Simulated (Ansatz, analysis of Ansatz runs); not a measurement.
# Local vibrational mode of the B-H pair in alpha-quartz (PBE), part 2 of 2

How near does this set-up come to the measured local vibrational mode? Subject: B-H pair in alpha-quartz. Set-up: PBE, 72-site cell, PBE lattice, 420 eV, k: the single point 1/4 1/4 1/4, anharmonic cut along the mode. The model is a cell of 72 host atoms with B put on another atom's site and H put in between. The frequencies come from force constants among the defect atom and its neighbours, with the masses of the isotopes named.

Ansatz 0.2.0; PBE, 72-site cell, PBE lattice, 420 eV, k: the single point 1/4 1/4 1/4, anharmonic cut along the mode.

So far. Step 2 (Relaxation, charge 0): Neighbours of the added atoms: H73: O4 0.97, O9 2.13, Si1 2.21 Å.

### 3. Local vibrational modes

A local mode lives on the defect and the atoms next to it, so only the sites listed in the input are displaced, which costs far fewer SCF runs than the whole cell would.

This step: plane-wave PAW DFT, PBE; finite-displacement force constants among the atoms nearest to a defect, the others at rest.

modes/input.yaml

```yaml
crystal:
  lattice:
    - [10.03667686, 0.0, 0.0]
    - [-5.01833843, 8.69201713, 0.0]
    - [0.0, 0.0, 11.01794812]
  atoms:
    - { symbol: Si, position: [0.238270985, -0.01248013, 0.32492916] }
    - { symbol: Si, position: [0.001435424, 0.240144371, 0.171352124] }
[... 1 atom line left out ...]
    - { symbol: O, position: [0.20451402, 0.121014103, 0.374643424] }
[... 3 atom lines left out ...]
    - { symbol: O, position: [0.081653729, 0.366845479, 0.27929706] }
    - { symbol: O, position: [0.298939256, 0.417937212, 0.445669955] }
[... 1 atom line left out ...]
    - { symbol: Si, position: [0.002839953, 0.247877522, 0.670547434] }
    - { symbol: B, position: [0.279700831, 0.320779934, 0.542171763] }
[... 2 atom lines left out ...]
    - { symbol: O, position: [0.40650555, 0.310227554, 0.574698741] }
    - { symbol: O, position: [0.143568203, 0.240287464, 0.60428765] }
[... 2 atom lines left out ...]
    - { symbol: Si, position: [0.239552237, 0.495540167, 0.344275004] }
[... 7 atom lines left out ...]
    - { symbol: O, position: [0.293347891, 0.917783267, 0.435027662] }
[... 19 atom lines left out ...]
    - { symbol: Si, position: [0.48652481, 0.243437449, 0.666786969] }
[... 25 atom lines left out ...]
    - { symbol: H, position: [0.282711409, 0.224652753, 0.352257123] }
basis:
  ecutwfc: 420
  xc_grid: 2
hamiltonian:
  xc: pbe
kpoints:
  mp_grid: { grid: [1, 1, 1], shift: [0.25, 0.25, 0.25] }
scf:
  occupations: { method: fermi_dirac, width: 0.01 }
  max_iter: 120
output: {}
checkpoint:
  read: "../relax.run"
phonons:
  supercell: [1, 1, 1]
  displaced_sites: [0, 3, 8, 11, 72]
```

On the command line:

```sh
$ ansatz run input.yaml --threads 2 --pin off --max-ram 3768MiB --backend cpu --events-out ev --progress --plain --runs-dir out
```

Numbers of over 12 decimals in the logs are rounded to 6 here.

What it wrote:

```text
[...]
Crystal: 73 atoms, lattice volume = 961.194 Å³
Basis set: ecut = 420 eV, 18781 PW (Γ), exchange–correlation on 144×144×150 points (8 copies of the dense FFT grid, shifted against one another)
Bands: 265, of which v1, the nominal top of the filled ones, is band 192 counted from 1 (191 counted from 0)
Symmetry: 1 space group operations
k-points: 1
[...]
iter 1 solved again at ethr=1.56e-11 eV; its pass at ethr=3.10e-3 eV (dr2=6.00e-8 eV) is discarded
[...]
SCF iter   5: F=-42112.084403 eV  HF=-42112.084403 eV  |F-HF|=2.91e-11  |Δ(HF+E_count)|=  2.26e-10  Δρ=8.06e-8  dr2=4.44e-11  ethr=1.00e-12  ⟨swp⟩=4.0  Hψ=797  notcnv=0
SCF 1 converged in 5 iterations: F = -42112.084403 eV  dr2 = 4.44e-11
[...]
SCF 2 converged in 9 iterations: F = -42112.084345 eV  dr2 = 1.43e-12
[...]
symmetry images taken by strict's conditions (phonons.symmetry_images: auto; settled by no image being taken that strict refuses)
  force constants formed among 5 of 73 sites (Si 0, O 3, O 8, B 11, H 72); the other 68 at rest. The modes move the named sites alone.
  the frequencies, the zero-point energy and the sums are of the block with the acoustic sum rule laid on its rows. Row sums over every site: 1.6e-4 eV/Å² at the most
  transpose residual: 5.7e-4 eV/Å²
  largest component of a force at the reference: 1.5e-3 eV/Å on a named site, 1.5e-3 eV/Å on a site at rest
  frequencies among the named sites at Γ of the cell (cm⁻¹): 183.38 206.95 263.23 359.33 368.42 394.58 565.20 650.40 654.10 786.18 890.11 966.57 1120.76 1241.73 3679.01
  unstable modes among the named sites: 0
  frequencies as built, with no sum rule (cm⁻¹): 183.39 206.95 263.23 359.34 368.42 394.59 565.20 650.40 654.10 786.18 890.11 966.56 1120.76 1241.73 3679.01
  zero-point energy: 0.764359 eV/cell   skipped modes (ω ≤ 0): 0
  not written: the harmonic force-constant file, the file of eigenvectors (these modes' are written with the force constants), the density of states and the dispersion, which are of every site
[key lines of the parts left out:]
SCF converged after 5 iterations
Free energy (F): -42112.084403 eV
Fermi energy:    5.166565 eV
```

Elapsed: 22 min, on 2 threads of Arm Neoverse N1, shared host; peak memory 1.6 GiB; 43 min of CPU time.

Read from the output:

- free energy: -42112.0844 eV

The modes with the largest weight on the probed atoms (the light atom of a pair), for the masses of each isotope. Modes of the displaced atoms (local only where they lie over the host's phonons):

| isotopes | mode (cm⁻¹) | share of the defect atoms |
| --- | --- | --- |
| H | 3679 | 0.941 |
| H | 966.6 | 0.566 |
| H | 359.3 | 0.424 |
| D | 2679 | 0.886 |
| D | 286.4 | 0.635 |
| D | 165 | 0.429 |

### 4. Point 1 along the mode

A light atom samples the curved part of its well, so the energy is mapped along the mode and the one-dimensional Schrödinger equation solved on it.

This step: plane-wave PAW DFT, PBE; single point of a defect supercell.

cut0/input.yaml

```yaml
crystal:
  lattice:
    - [10.03667686, 0.0, 0.0]
    - [-5.01833843, 8.69201713, 0.0]
    - [0.0, 0.0, 11.01794812]
  atoms:
    - { symbol: Si, position: [0.238289073, -0.012458893, 0.324923616] }
    - { symbol: Si, position: [0.001435424, 0.240144371, 0.171352124] }
[... 1 atom line left out ...]
    - { symbol: O, position: [0.205864754, 0.122901767, 0.374272617] }
[... 3 atom lines left out ...]
    - { symbol: O, position: [0.081653729, 0.366845479, 0.27929706] }
    - { symbol: O, position: [0.298953652, 0.41794492, 0.445654065] }
[... 1 atom line left out ...]
    - { symbol: Si, position: [0.002839953, 0.247877522, 0.670547434] }
    - { symbol: B, position: [0.279683134, 0.320725314, 0.542197055] }
[... 2 atom lines left out ...]
    - { symbol: O, position: [0.40650555, 0.310227554, 0.574698741] }
    - { symbol: O, position: [0.143568203, 0.240287464, 0.60428765] }
[... 2 atom lines left out ...]
    - { symbol: Si, position: [0.239552237, 0.495540167, 0.344275004] }
[... 7 atom lines left out ...]
    - { symbol: O, position: [0.293347891, 0.917783267, 0.435027662] }
[... 19 atom lines left out ...]
    - { symbol: Si, position: [0.48652481, 0.243437449, 0.666786969] }
[... 25 atom lines left out ...]
    - { symbol: H, position: [0.260827683, 0.194818424, 0.358601259] }
basis:
  ecutwfc: 420
  xc_grid: 2
hamiltonian:
  xc: pbe
kpoints:
  mp_grid: { grid: [1, 1, 1], shift: [0.25, 0.25, 0.25] }
scf:
  occupations: { method: fermi_dirac, width: 0.01 }
  max_iter: 120
output:
  forces: true
checkpoint:
  read: "../relax.run"
```

What it wrote:

```text
[...]
Warning: checkpoint.read: the run can stay near the saved state's solution: 5 site(s) moved relative to the saved geometry (max |Δs| = 2.983e-2 fractional); [...]
[...]
Crystal: 73 atoms, lattice volume = 961.194 Å³
Basis set: ecut = 420 eV, 18781 PW (Γ), exchange–correlation on 144×144×150 points (8 copies of the dense FFT grid, shifted against one another)
Bands: 265, of which v1, the nominal top of the filled ones, is band 192 counted from 1 (191 counted from 0)
Symmetry: 1 space group operations
[...]
k-points: 1
[...]
SCF iter   4: F=—  HF=-42107.534120 eV  |F-HF|=—  |Δ(HF+E_count)|=   3.55e-3  Δρ=3.40e-4  dr2=7.08e-4  ethr=4.78e-6  ⟨swp⟩=3.0  Hψ=399  notcnv=0  defer=23
automatic band count: iteration 4 solves 222 bands in place of 265: the levels show a gap, and the empty bands left out lie too high to hold charge; the band table lists the bands solved (type scf.n_extra_bands for more)
[...]
SCF converged after 9 iterations
Free energy (F): -42107.533142 eV
[...]
Internal energy: -42107.533142 eV  (E = F + TS)
E sigma→0 (E₀):  -42107.533142 eV
Fermi energy:    5.183539 eV
[...]
--- Forces (eV/Å), atoms counted from 1 ---
  atom   1  Si    -0.14420587    -0.21397136     0.10447077
  atom   2  Si    -0.00506803     0.04099131     0.01141931
  [... 1 atom left out ...]
  atom   4  O    -12.14612158   -42.37719110    11.27085122
  [... 4 atoms left out ...]
  atom   9  O     -0.04710442    -0.05837741     0.09214353
  [... 1 atom left out ...]
  atom  11  Si     0.00938189     0.00484612    -0.00813004
  atom  12  B     -0.02822765     0.18225336    -0.14565971
  [... 2 atoms left out ...]
  atom  15  O      0.03564555    -0.04461609     0.00942712
  atom  16  O     -0.01828721    -0.04582840     0.02081227
  [... 2 atoms left out ...]
  atom  19  Si     0.14317251    -0.10007966     0.05468908
  [... 27 atoms left out ...]
  atom  47  Si    -0.00726252     0.01898324    -0.00478055
  [... 25 atoms left out ...]
  atom  73  H     12.42172988    42.35533173   -11.48248972
  max |Σ_I F_I| component: 3.26e-5 eV/Å
```

Run time: 48 s. Hardware: 2 threads; peak memory 1.6 GiB.

Read from the output:

```yaml
free_energy: -42107.5331 eV
```

The series, run alike:

| run | outcome | energy less the first (eV) | moment (μB) | time |
| --- | --- | --- | --- | --- |
| point 1 along the mode | converged | 0.0000 | 0.00 | 48 s |
| point 2 along the mode | converged | -2.6279 | 0.00 | 48 s |
| point 3 along the mode | converged | -3.8125 | 0.00 | 54 s |
| point 4 along the mode | converged | -4.3982 | 0.00 | 55 s |
| point 5 along the mode | converged | -4.4428 | 0.00 | 47 s |
| point 6 along the mode | converged | -4.1813 | 0.00 | 47 s |
| point 7 along the mode | converged | -3.8622 | 0.00 | 48 s |
| point 8 along the mode | converged | -3.4581 | 0.00 | 49 s |
| point 9 along the mode | converged | -3.0451 | 0.00 | 50 s |

### 5. Anharmonic fundamental

Analysis of the runs above: one-dimensional Schroedinger equation on a polynomial through PBE energies along the local mode.

It gives:

```yaml
stretch: 3512 cm⁻¹
stretch_harmonic: 3679 cm⁻¹
```

The energy by normal coordinate:

| normal coordinate (amu½ Å) | energy (eV) |
| --- | --- |
| -0.287 | 4.55 |
| -0.211 | 1.92 |
| -0.144 | 0.739 |
| -0.072 | 0.153 |
| 0.000 | 0 |
| 0.072 | 0.108 |
| 0.144 | 0.370 |
| 0.211 | 0.689 |
| 0.287 | 1.09 |
| 0.364 | 1.51 |

### 6. Outcome

```yaml
distance_from_the_defect_atom_to_its_nearest_neighbour: 0.971 Å
o_h_stretch_1h: 3512 cm⁻¹
time_of_the_whole_chain: 41 min on 2 threads
```

What this shows: O-H stretch, 1H: computed 3512 cm⁻¹, measured 3595 cm⁻¹; 83 cm⁻¹ (2 %) below the measurement. The anharmonic cut moves the O-H stretch, 1H from 3679 to 3512 cm⁻¹; a straight cut leaves out the coupling to the other modes. Only the named neighbours move, so modes near the host's band are approximate.

[Logs are printed without paths, hosts, clocks, repeated set-up lines and the standing remarks that a program may print on its own settings, such as how far it seeks lower states.]

[Hosts, paths, dates, database ids (printed as entryN), source tags and the programs' standing remarks are cut or masked in the printed files.]

[For some hosts the program warned that the k-mesh of the response run may be too coarse for force constants and the static dielectric constant; such warnings are not shown here.]
